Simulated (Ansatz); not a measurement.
# SiC (Moissanite 3C, F-43m): zone-centre modes under pressure, part 3 of 3

Aim: how do the optical modes of SiC (Moissanite 3C, F-43m) move with volume?

Ansatz 0.2.0; DFT PBE, scalar-relativistic, plane waves, PAW; PAW set soft_1.

So far, mean static dielectric tensor (ions relaxed, fixed cell): step 4 (zone-centre response at rest) 10.4; step 6 (volume ratio 1.06) 10.7.

## (7) Ground state of a member: 0.9 times the volume at rest

The cell is set to 0.9 times the volume at rest; symmetry leaves nothing else free, so this is a single point.

Input file input.yaml:

```yaml
crystal:
  lattice:
    - [0.0, 2.1142830845, 2.1142830845]
    - [2.1142830845, 0.0, 2.1142830845]
    - [2.1142830845, 2.1142830845, 0.0]
  atoms:
    - { symbol: C, position: [0.75, 0.75, 0.75] }
    - { symbol: Si, position: [0.0, 0.0, 0.0] }
kpoints:
  mp_grid: { grid: [12, 12, 12] }
hamiltonian:
  xc: pbe
  pseudopotentials: { kind: paw, azcp: { folder: soft_1 } }
scf:
  occupations: { method: gaussian, width: 0.02 }
output:
  forces: true
  stress: true
  eigenvalues: true
```

The run is started by

```console
ansatz run input.yaml --threads 4 --pin off --max-ram 10240MiB --backend cpu --events-out ev --progress --plain --runs-dir out
```

Numbers of over 12 decimals in the logs are rounded to 6 here.

What it wrote:

```text
[...]
Crystal: 2 atoms, lattice volume = 18.903 Å³
Basis set: ecut = 420 eV, 339 PW (Γ), exchange–correlation on 40×40×40 points (8 copies of the dense FFT grid, shifted against one another)
Bands: 8, of which v1, the nominal top of the filled ones, is band 4 counted from 1 (3 counted from 0)
Symmetry: 24 space group operations
[...]
k-points: 72 of 1728 (time reversal used)
[...]
Free energy (F): -886.997238 eV
[...]
Internal energy: -886.997238 eV  (E = F + TS)
E sigma→0 (E₀):  -886.997238 eV
Fermi energy:    11.296141 eV
[...]
--- Stress (GPa, compression-positive) ---
       27.539858      -0.000000       0.000000
       -0.000000      27.539858       0.000000
       -0.000000       0.000000      27.539858
  P = ⅓ Tr σ = 27.5399 GPa (275.399 kbar)
--- Band table (eV; the first three rows and the last of 72) ---
[...]
[key lines of the parts left out:]
SCF converged after 7 iterations
```

Elapsed: 0.45 s, on 4 threads of Intel Xeon at 2.60GHz (Ice Lake), shared host; peak memory 0.33 GiB.

This step gave:

```yaml
pressure: 27.54 GPa
gap_on_the_k_mesh: 1.271 eV
volume_per_atom: 9.451 Å³
```

The forces vanish by symmetry, at a pressure of 27.54 GPa.

## (8) Zone-centre modes of the member: 0.9 times the volume at rest

The zone-centre modes follow for 0.9 times the volume at rest, with the response to a field.

input.yaml: that of step 7 with these lines changed.

```diff
@@ -14,6 +14,8 @@
 scf:
-  occupations: { method: gaussian, width: 0.02 }
+  occupations: { method: fixed }
 output:
-  forces: true
-  stress: true
   eigenvalues: true
+phonons:
+  method: dfpt
+  dielectric: true
+  rigid_motions: translations
```

What it wrote:

```text
[...]
Crystal: 2 atoms, lattice volume = 18.903 Å³
Basis set: ecut = 420 eV, 339 PW (Γ), exchange–correlation on 40×40×40 points (8 copies of the dense FFT grid, shifted against one another)
Bands: 8, of which v1, the nominal top of the filled ones, is band 4 counted from 1 (3 counted from 0)
Symmetry: 24 space group operations
k-points: 280 of 1728 (irreducible under 4 space group operations, time reversal used)
[...]
optical modes at Γ + LO–TO along q̂ = [1.0000, 0.0000, 0.0000]:
      ω (cm⁻¹)  modes    IR ((D/Å)²/amu)
[...]
optical modes at Γ + LO–TO along q̂ = [0.0000, 1.0000, 0.0000]:
      ω (cm⁻¹)  modes    IR ((D/Å)²/amu)
        872.41      2            42.3415
       1055.81      1            21.1707
  optical modes at Γ + LO–TO along q̂ = [0.0000, 0.0000, 1.0000]:
      ω (cm⁻¹)  modes    IR ((D/Å)²/amu)
        872.41      2            42.3415
       1055.81      1            21.1707
[key lines of the parts left out:]
SCF converged after 8 iterations
Free energy (F): -886.997238 eV
Fermi energy:    10.660804 eV
```

Elapsed: 8 s, on 4 threads; peak memory 0.57 GiB.

This step gave:

```yaml
sum_rule_residual_before_enforcement: 8.90e-5 eV/Å²
miss_of_the_charge_sum_rule: 4.57e-4 e
estimated_error_of_the_dielectric_tensor: 0.01858
estimated_error_of_the_born_charges: 0.009088 e
highest_optical_mode_at_the_zone_centre_no_lo_to_term: 872.4 cm⁻¹
lowest_optical_zone_centre_mode: 872.4 cm⁻¹
mean_high_frequency_dielectric_constant: 6.755
largest_born_charge_third_of_the_trace: -2.778 e
mean_static_dielectric_constant: 9.893
top_of_the_zone_centre_spectrum_with_the_field: 1056 cm⁻¹
```

Without the LO-TO term. Patterns of degenerate modes are one choice out of their space. The modes at Γ (shares of kinetic energy by element, %):

```
mode  frequency (cm⁻¹)  symmetry  C %  Si %
   1               0.0  acoustic   30    70
   2               0.0  acoustic   30    70
   3               0.0  acoustic   30    70
   4             872.4        T2   70    30
   5             872.4        T2   70    30
   6             872.4        T2   70    30
```

Transverse modes. Lines of the infrared spectrum (strongest = 100):

| position (cm⁻¹) | label | relative intensity |
| --- | --- | --- |
| 872 | T2 | 100 |

The optical mode without the LO-TO term lies at 872.4 cm⁻¹.

Between step 4 and this run (volume ratio 0.9) the value for the mean static dielectric tensor (ions relaxed, fixed cell) moves from 10.4 to 9.89 (-5 %).

## (9) All members side by side

The members are set side by side, also those not shown above.

Each row is one cell with its response, relaxed at fixed volume as far as symmetry leaves anything free; energies are extrapolated to zero smearing, and E0 is that at rest; shape and atoms are relaxed in each cell where symmetry leaves them free. State of the crystal along the series:

```csv
volume ratio,V (Å³/atom),pressure (GPa),E - E0 (meV/atom),gap on mesh (eV),ε∞,ε0,"largest Born charge in size, a third of the trace (e)","top mode with the field, highest of q along x, y and z (cm⁻¹)"
0.9,9.451,27.54,82.85,1.271,6.755,9.893,2.779,1056
0.92,9.661,20.89,51.19,1.293,6.798,9.988,2.763,1032
0.94,9.871,14.87,27.81,1.315,6.844,10.09,2.748,1009
0.96,10.08,9.418,11.94,1.336,6.894,10.18,2.733,986.2
0.98,10.29,4.478,2.883,1.355,6.946,10.29,2.718,964.7
0.99,10.4,2.184,0.7015,1.364,6.973,10.34,2.71,954.2
1,10.5,-1.62e-4,0,1.373,7.001,10.39,2.703,943.9
1.02,10.71,-4.056,2.695,1.391,7.06,10.49,2.687,923.8
1.04,10.92,-7.729,10.46,1.407,7.122,10.6,2.672,904.5
1.06,11.13,-11.05,22.82,1.423,7.187,10.71,2.657,885.7
```

Without the LO-TO term; each mode is tracked from rest by its pattern, and modes that stay within 0.3 cm⁻¹ of each other stand once; shape and atoms are relaxed in each cell where symmetry leaves them free. Optical modes along the series:

```csv
V (Å³/atom),mode 4 T2 (cm⁻¹)
9.451,872.4
9.661,851.2
9.871,830.9
10.08,811.4
10.29,792.8
10.4,783.8
10.5,774.9
10.71,757.8
10.92,741.3
11.13,725.5
```

From cubic fits (parabolas where under five rows exist) of ln ω and P against ln V through the rows within about 4 % of rest: γ = −d ln ω / d ln V and dω/dP = γ ω / B. Slopes at rest:

```
             mode  fitted frequency at rest (cm⁻¹)  Grüneisen parameter γ  dω/dP (cm⁻¹/GPa)
        mode 4 T2                            774.9                   1.13              4.11
longitudinal mode                            943.9                   1.08              4.79
```

## (10) Outcome

```json
{
 "members": "10",
 "highest optical mode at the zone centre (no LO-TO term), at rest": "774.9 cm⁻¹",
 "bulk modulus at rest": "213 GPa",
 "mode 4 T2, γ": "1.13",
 "longitudinal mode, γ": "1.08"
}
```

What this shows: The series spans -11.1 to 27.5 GPa, and the slope at rest gives a bulk modulus of 213 GPa. The transverse optical mode has γ = 1.13 and moves by 4.1 cm⁻¹ for each GPa, the longitudinal one has γ = 1.08 and moves by 4.8. ε∞ is 7.00 at rest, with d ln ε∞ / d ln V = 0.41. One k mesh and one cutoff serve the ground states and modes of all volumes; the field response picks its own mesh. These are harmonic frequencies at zero temperature: anharmonic shifts, linewidths and thermal expansion are left out. Only the zone centre was solved, so an instability at another wavevector cannot show here.

[Logs are printed without paths, hosts, clocks, repeated set-up lines and the standing remarks that a program may print on its own settings, such as how far it seeks lower states.]

[Hosts, paths, dates, database ids (printed as entryN), source tags and the programs' standing remarks are cut or masked in the printed files.]
